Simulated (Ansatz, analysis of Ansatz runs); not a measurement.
# Local vibrational mode of interstitial H+ in rutile SnO2 (r2SCAN), part 2 of 2

Subject: interstitial H+ in rutile SnO2. Wanted: its local vibrational mode, in one set-up (r2SCAN, 96-site cell, r2SCAN lattice, 500 eV, k: the single point 1/4 1/4 1/4, anharmonic cut along the mode). The model is a cell of 96 host atoms with 1 H put in. The frequencies come from force constants among the defect atom and its neighbours, with the masses of the isotopes named. A meta-GGA costs about twice a GGA and mends lattice constants and part of the gap.

Ansatz 0.2.0; r2SCAN, 96-site cell, r2SCAN lattice, 500 eV, k: the single point 1/4 1/4 1/4, anharmonic cut along the mode.

So far: Set-up; Relaxation, charge +1.

**3. Local vibrational modes**

A local mode lives on the defect and the atoms next to it, so only the sites listed in the input are displaced, which costs far fewer SCF runs than the whole cell would.

This step: plane-wave PAW DFT, r2SCAN; finite-displacement force constants among the atoms nearest to a defect, the others at rest.

The input, modes/input.yaml:

```yaml
crystal:
  lattice:
    - [0.0, 9.51989758, 6.4015707]
    - [9.51989758, 0.0, 6.4015707]
    - [9.51989758, 9.51989758, 0.0]
  atoms:
    - { symbol: Sn, position: [-0.00154484, -0.00126138, 0.001297901] }
    - { symbol: Sn, position: [0.251505914, 0.248675227, 0.250590467] }
[... 11 atom lines left out ...]
    - { symbol: Sn, position: [0.251692928, 0.238570978, 0.754908217] }
[... 1 atom line left out ...]
    - { symbol: Sn, position: [0.378411085, 0.371534421, 0.87870961] }
[... 1 atom line left out ...]
    - { symbol: O, position: [0.25299063, 0.249211876, 0.901328096] }
[... 1 atom line left out ...]
    - { symbol: O, position: [0.274768854, 0.475328573, 0.643262629] }
[... 3 atom lines left out ...]
    - { symbol: O, position: [0.470266685, 0.279689757, 0.623264233] }
[... 14 atom lines left out ...]
    - { symbol: Sn, position: [0.113806295, 0.6361621, 0.621278579] }
[... 5 atom lines left out ...]
    - { symbol: O, position: [-0.000148687, 0.503349739, 0.843585586] }
    - { symbol: O, position: [0.246520524, 0.75013558, 0.596853838] }
    - { symbol: O, position: [0.224386441, 0.525519727, 0.864458732] }
[... 37 atom lines left out ...]
    - { symbol: Sn, position: [0.51143662, 0.498265605, 0.495211402] }
[... 3 atom lines left out ...]
    - { symbol: O, position: [0.500783886, 0.497063435, 0.653533795] }
[... 7 atom lines left out ...]
    - { symbol: H, position: [0.266767332, 0.483301504, 0.716017104] }
total_charge: 1
basis:
  ecutwfc: 500
  xc_grid: 2
hamiltonian:
  xc: r2scan
kpoints:
  mp_grid: { grid: [1, 1, 1], shift: [0.25, 0.25, 0.25] }
scf:
  occupations: { method: fermi_dirac, width: 0.01 }
  max_iter: 120
output: {}
checkpoint:
  read: "../relax.run"
phonons:
  supercell: [1, 1, 1]
  displaced_sites: [17, 19, 46, 88, 96]
```

The run is started by

```
> ansatz run input.yaml --threads 4 --pin off --max-ram 7536MiB --backend cpu --events-out ev --progress --plain --runs-dir out
```

Numbers of over 12 decimals in the logs are rounded to 6 here.

The log of the run:

```text
[...]
Warning: basis.xc_grid 2: finite-displacement phonons take 5 at the least, and a number is run as typed, so the frequencies can be off [figures from the program's tests cut]
[...]
Crystal: 97 atoms, lattice volume = 1160.329 Å³
Basis set: ecut = 500 eV, 29483 PW (Γ), exchange–correlation on 180×180×200 points (8 copies of the dense FFT grid, shifted against one another)
Bands: 513, of which v1, the nominal top of the filled ones, is band 416 counted from 1 (415 counted from 0)
Symmetry: 1 space group operations
k-points: 1
[...]
SCF iter   5: F=-229665.236273 eV  HF=-229665.236273 eV  |F-HF|=1.16e-10  |Δ(HF+E_count)|=  5.82e-11  Δρ=2.73e-8  dr2=7.18e-12  dr2_τ=5.76e-12  ethr=1.00e-12  ⟨swp⟩=4.0  Hψ=1515  notcnv=0
SCF 1 converged in 5 iterations: F = -229665.236273 eV  dr2 = 7.18e-12
[...]
SCF 2 converged in 2 iterations: F = -229665.236273 eV  dr2 = 1.57e-12
[...]
symmetry images taken by strict's conditions (phonons.symmetry_images: auto; settled by no image being taken that strict refuses)
  force constants formed among 5 of 97 sites (O 17, O 19, O 46, O 88, H 96); the other 92 at rest. The modes move the named sites alone.
  the frequencies, the zero-point energy and the sums are of the block with the acoustic sum rule laid on its rows. Row sums over every site: 4.3e-2 eV/Å² at the most
  transpose residual: 3.2e-4 eV/Å²
  largest component of a force at the reference: 4.7e-3 eV/Å on a named site, 4.6e-3 eV/Å on a site at rest
  frequencies among the named sites at Γ of the cell (cm⁻¹): 246.97 273.16 304.36 340.56 358.08 478.37 482.75 501.85 523.34 609.92 626.63 654.22 859.36 1167.05 3399.74
  unstable modes among the named sites: 0
  frequencies as built, with no sum rule (cm⁻¹): 246.91 273.00 304.32 340.58 357.94 478.55 482.69 501.23 523.50 609.41 626.67 654.15 859.64 1167.25 3399.77
  zero-point energy: 0.671148 eV/cell   skipped modes (ω ≤ 0): 0
  not written: the harmonic force-constant file, the file of eigenvectors (these modes' are written with the force constants), the density of states and the dispersion, which are of every site
[key lines of the parts left out:]
SCF converged after 2 iterations
Free energy (F): -229665.236273 eV
Fermi energy:    9.977996 eV
```

Wall time 37 min (4 threads of Arm Neoverse V1, shared host); peak memory 4.3 GiB.

Numbers from this step:

```yaml
free_energy: -229665.2363 eV
```

The modes with the largest weight on the probed atoms (the light atom of a pair), for the masses of each isotope. Modes of the displaced atoms (local only where they lie over the host's phonons):

| isotopes | mode (cm⁻¹) | share of the defect atoms |
| --- | --- | --- |
| H | 3400 | 0.941 |
| H | 1167 | 0.967 |
| H | 859.4 | 0.888 |
| D | 2475 | 0.888 |
| D | 842.9 | 0.897 |
| D | 658.9 | 0.478 |

**4. Point 1 along the mode**

A light atom samples the curved part of its well, so the energy is mapped along the mode and the one-dimensional Schrödinger equation solved on it.

This step: plane-wave PAW DFT, r2SCAN; single point of a defect supercell.

The input, cut0/input.yaml:

```yaml
crystal:
  lattice:
    - [0.0, 9.51989758, 6.4015707]
    - [9.51989758, 0.0, 6.4015707]
    - [9.51989758, 9.51989758, 0.0]
  atoms:
    - { symbol: Sn, position: [-0.00154484, -0.00126138, 0.001297901] }
    - { symbol: Sn, position: [0.251505914, 0.248675227, 0.250590467] }
[... 11 atom lines left out ...]
    - { symbol: Sn, position: [0.251692928, 0.238570978, 0.754908217] }
[... 1 atom line left out ...]
    - { symbol: Sn, position: [0.378411085, 0.371534421, 0.87870961] }
[... 1 atom line left out ...]
    - { symbol: O, position: [0.252989626, 0.249212482, 0.90134344] }
[... 1 atom line left out ...]
    - { symbol: O, position: [0.274628802, 0.475467224, 0.644596737] }
[... 3 atom lines left out ...]
    - { symbol: O, position: [0.470266685, 0.279689757, 0.623264233] }
[... 14 atom lines left out ...]
    - { symbol: Sn, position: [0.113806295, 0.6361621, 0.621278579] }
[... 5 atom lines left out ...]
    - { symbol: O, position: [-0.000148687, 0.503349739, 0.843585586] }
    - { symbol: O, position: [0.246520524, 0.75013558, 0.596853838] }
    - { symbol: O, position: [0.224410223, 0.525495995, 0.864413016] }
[... 37 atom lines left out ...]
    - { symbol: Sn, position: [0.51143662, 0.498265605, 0.495211402] }
[... 3 atom lines left out ...]
    - { symbol: O, position: [0.500783158, 0.497064394, 0.653548795] }
[... 7 atom lines left out ...]
    - { symbol: H, position: [0.268563068, 0.481524357, 0.694635551] }
total_charge: 1
basis:
  ecutwfc: 500
  xc_grid: 2
hamiltonian:
  xc: r2scan
kpoints:
  mp_grid: { grid: [1, 1, 1], shift: [0.25, 0.25, 0.25] }
scf:
  occupations: { method: fermi_dirac, width: 0.01 }
  max_iter: 120
output:
  forces: true
checkpoint:
  read: "../relax.run"
```

The log of the run:

```text
[...]
Warning: checkpoint.read: the run can stay near the saved state's solution: 5 site(s) moved relative to the saved geometry (max |Δs| = 2.138e-2 fractional); [...]
[...]
Crystal: 97 atoms, lattice volume = 1160.329 Å³
Basis set: ecut = 500 eV, 29483 PW (Γ), exchange–correlation on 180×180×200 points (8 copies of the dense FFT grid, shifted against one another)
Bands: 513, of which v1, the nominal top of the filled ones, is band 416 counted from 1 (415 counted from 0)
Symmetry: 1 space group operations
[...]
k-points: 1
[...]
SCF iter   4: F=—  HF=-229660.695623 eV  |F-HF|=—  |Δ(HF+E_count)|=   1.77e-3  Δρ=3.39e-4  dr2=8.69e-4  dr2_τ=1.98e-4  ethr=2.07e-6  ⟨swp⟩=3.0  Hψ=887  notcnv=0  defer=58
[...]
Internal energy: -229660.697392 eV  (E = F + TS)
E sigma→0 (E₀):  -229660.697392 eV
Fermi energy:    9.977451 eV
[...]
--- Forces (eV/Å), atoms counted from 1 ---
  atom   1  Sn    -0.01185708     0.01544640    -0.02140599
  atom   2  Sn    -0.01456554    -0.02943393     0.00766336
  [... 11 atoms left out ...]
  atom  14  Sn    -0.10841175     0.12832982    -0.20126642
  [... 3 atoms left out ...]
  atom  18  O     -0.08000318    -0.07332996     0.00506993
  [... 1 atom left out ...]
  atom  20  O    -35.09652857   -27.60180748     0.01005519
  [... 18 atoms left out ...]
  atom  39  Sn     0.20472814    -0.21460892     0.00031066
  [... 5 atoms left out ...]
  atom  45  O     -0.08232018    -0.04026471     0.02583742
  atom  46  O     -0.08386535    -0.04383397    -0.02586719
  atom  47  O      0.25669640     0.07731944    -0.00036043
  [... 37 atoms left out ...]
  atom  85  Sn    -0.10637798     0.13015980     0.20083823
  [... 3 atoms left out ...]
  atom  89  O     -0.08074424    -0.07284728    -0.00630266
  [... 7 atoms left out ...]
  atom  97  H     35.10954640    27.84524165    -0.00842801
  max |Σ_I F_I| component: 1.22e-2 eV/Å
[key lines of the parts left out:]
SCF converged after 8 iterations
Free energy (F): -229660.697392 eV
```

It took 86 s on 4 threads; peak memory 4.1 GiB; 5.5 min of CPU time.

Numbers from this step:

| Property | Result |
| --- | --- |
| free energy | -229660.6974 eV |

The series, run alike:

| run | outcome | energy less the first (eV) | moment (μB) | time |
| --- | --- | --- | --- | --- |
| point 1 along the mode | converged | 0.0000 | 0.00 | 86 s |
| point 2 along the mode | converged | -2.6569 | 0.00 | 95 s |
| point 3 along the mode | converged | -3.8283 | 0.00 | 88 s |
| point 4 along the mode | converged | -4.3948 | 0.00 | 1.7 min |
| point 5 along the mode | converged | -4.4407 | 0.00 | 88 s |
| point 6 along the mode | converged | -4.2149 | 0.00 | 90 s |
| point 7 along the mode | converged | -3.9555 | 0.00 | 91 s |
| point 8 along the mode | converged | -3.6527 | 0.00 | 89 s |
| point 9 along the mode | converged | -3.3756 | 0.00 | 80 s |

**5. Anharmonic fundamental**

Analysis of the runs above: one-dimensional Schroedinger equation on a polynomial through r2SCAN energies along the local mode.

It gives:

```
stretch            : 3165 cm⁻¹
stretch d          : 2343 cm⁻¹
stretch harmonic   : 3400 cm⁻¹
stretch d harmonic : 2475 cm⁻¹
```

Table of energy by normal coordinate:

| normal coordinate (amu½ Å) | energy (eV) |
| --- | --- |
| -0.299 | 4.54 |
| -0.219 | 1.88 |
| -0.149 | 0.711 |
| -0.075 | 0.144 |
| 0.000 | 0 |
| 0.075 | 0.0982 |
| 0.149 | 0.324 |
| 0.219 | 0.583 |
| 0.299 | 0.886 |
| 0.378 | 1.16 |

**6. Summary of results**

| Property | Result |
| --- | --- |
| distance from the defect atom to its nearest neighbour | 0.985 Å |
| O-H stretch, 1H | 3165 cm⁻¹ |
| O-D stretch, 2H | 2343 cm⁻¹ |
| time of the whole chain | 60 min on 4 threads |

What this shows: O-H stretch, 1H: computed 3165 cm⁻¹, measured 3156.1 cm⁻¹; 9 cm⁻¹ (0 %) above the measurement. O-D stretch, 2H: computed 2343 cm⁻¹, measured 2360.4 cm⁻¹; 17 cm⁻¹ (1 %) below the measurement. The anharmonic cut moves the O-H stretch, 1H from 3400 to 3165 cm⁻¹; a straight cut leaves out the coupling to the other modes. Only the named neighbours move, so modes near the host's band are approximate.

[Logs are printed without paths, hosts, clocks, repeated set-up lines and the standing remarks that a program may print on its own settings, such as how far it seeks lower states.]

[Hosts, paths, dates, database ids (printed as entryN), source tags and the programs' standing remarks are cut or masked in the printed files.]

[For some hosts the program warned that the k-mesh of the response run may be too coarse for force constants and the static dielectric constant; such warnings are not shown here.]
